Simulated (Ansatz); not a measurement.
# ρ(T) of HfB2 (P6/mmm) in two numbers

Aim: condense the phonon-limited resistivity of HfB2 (P6/mmm) into a transport Debye temperature and an amplitude, and test the fit on a temperature held back.

The resistivities were computed with Ansatz 0.2.0 (DFT PBE, scalar-relativistic, plane waves, PAW; PAW set soft_1) from the linearised Boltzmann equation with harmonic phonons, on q 6×6×4, k 18×18×16, scattering 30×30×20; the fit below is done by hand on them.

**1. What is given**

It takes space group P6/mmm (No. 191, hexagonal). The conventional cell has a = 3.144 Å, b = 3.144 Å, c = 3.490 Å, α = 90.00°, β = 90.00°, γ = 120.00°. Hf on site a has 12 B at 2.52 Å as nearest neighbours. B on site d is surrounded by 3 B at 1.82 Å and 6 Hf at 2.52 Å.

This is the relaxed cell of the run, from steps not shown here.

The mean resistivity of the three axes from 50 to 800 K, with one row held back; the colder rows stay outside the fit and test it at the end:

```
T (K)  ρ (μΩ cm)
   50    0.07492
   80     0.3941
  100     0.6885
  150          ?
  200        2.6
  273      4.389
  300      5.094
  400      7.755
  500      10.40
  600      12.99
  800      18.07
```

The resistivity is not converged: the component that moves most changes by 15 % between the two finest meshes at 300 K. No spin–orbit coupling, which matters for Hf.

**2. The fit**

Bloch and Grüneisen's form is ρ(T) = A (T/Θ)⁵ J₅(Θ/T), with J₅(z) the integral of x⁵/((eˣ − 1)(1 − e⁻ˣ)) from 0 to z. It goes as T⁵ far below Θ and as A T/(4Θ) far above. For a trial Θ the best A is the geometric mean of ρ/[(T/Θ)⁵ J₅] over the rows, and the scatter of that ratio measures the fit:

```
Θ (K)  A (μΩ cm)  scatter (%)
  272      15.90         44.7
  362      24.71         23.9
  406      30.06         14.8
  452      36.51          9.9
  498      43.93         14.9
  564      56.50         28.0
  678      84.42         51.2
```

The scatter is least at Θ = 452 K, with A = 36.51 μΩ cm (9.9 % r.m.s.).

```
T (K)  computed      fit
   50   0.07492  0.06703
   80    0.3941   0.4052
  100    0.6885   0.7752
  200       2.6    3.081
  273     4.389    4.753
  300     5.094    5.355
  400     7.755    7.531
  500     10.40    9.652
  600     12.99    11.74
  800     18.07    15.87
```

**3. The row held back**

At T = 150 K, Θ/T = 3.013, J₅ = 12.95 and (T/Θ)⁵ = 0.004025, so the fit gives 1.903 μΩ cm. The computed value is 1.551 μΩ cm: the fit is off by +22.69 %. Outside its range, at 20 K, it gives 7.7e-4 against 7.0e-4 μΩ cm computed, 1.10 times that; at that temperature the run's own test moves by 30 % between meshes in the component that moves most. Among the rows used, the largest miss is +18.5 %, at 200 K.

**4. Reading Θ and A**

Θ = 452 K is 1.01 times ħω_log/k_B (447 K) and 0.38 of the highest phonon frequency (1176 K). The high-temperature slope of the fit, A/(4Θ), is 0.0202 μΩ cm/K. The same slope from the run's transport coupling and plasma energy, 2π k_B λ_tr/(ħ ε₀ ω_p²) with λ_tr = 0.127, 0.127, 0.141 (xx, yy, zz) and ħω_p = 4.78, 4.78, 4.59 (xx, yy, zz) eV, is 0.0240 μΩ cm/K in the mean of the axes, +18.9 % from it. For comparison, the computed rows rise by 0.0254 μΩ cm/K between the two hottest.

**5. Summary of results**

- Θ: 452 K
- A: 36.51 μΩ cm
- scatter of the fit: 9.9 %
- held-back row at 150 K, fit against computed: 1.903 against 1.551 μΩ cm

**Reading.** Two numbers, Θ = 452 K and A = 36.5 μΩ cm, hold the computed ρ(T) from 50 to 800 K within 9.92 % r.m.s. and predict the held-back row within 22.69 %. The misses are not random: the largest is +18.5 %, at 200 K. So large a scatter means that the form does not describe this metal. By the run's own test the resistivity at 300 K moves by 15 % between its two finest scattering meshes, in the component that moves most. The mean hides an anisotropy: at 300 K the components are 4.76, 4.76, 5.76 (xx, yy, zz) μΩ cm. Spin–orbit coupling is left out. The fit describes the calculation: impurities, thermal expansion, changes of phase and anharmonicity are in neither.

[Logs are printed without paths, hosts, clocks, repeated set-up lines and the standing remarks that a program may print on its own settings, such as how far it seeks lower states.]

[Hosts, paths, dates, database ids (printed as entryN), source tags and the programs' standing remarks are cut or masked in the printed files.]
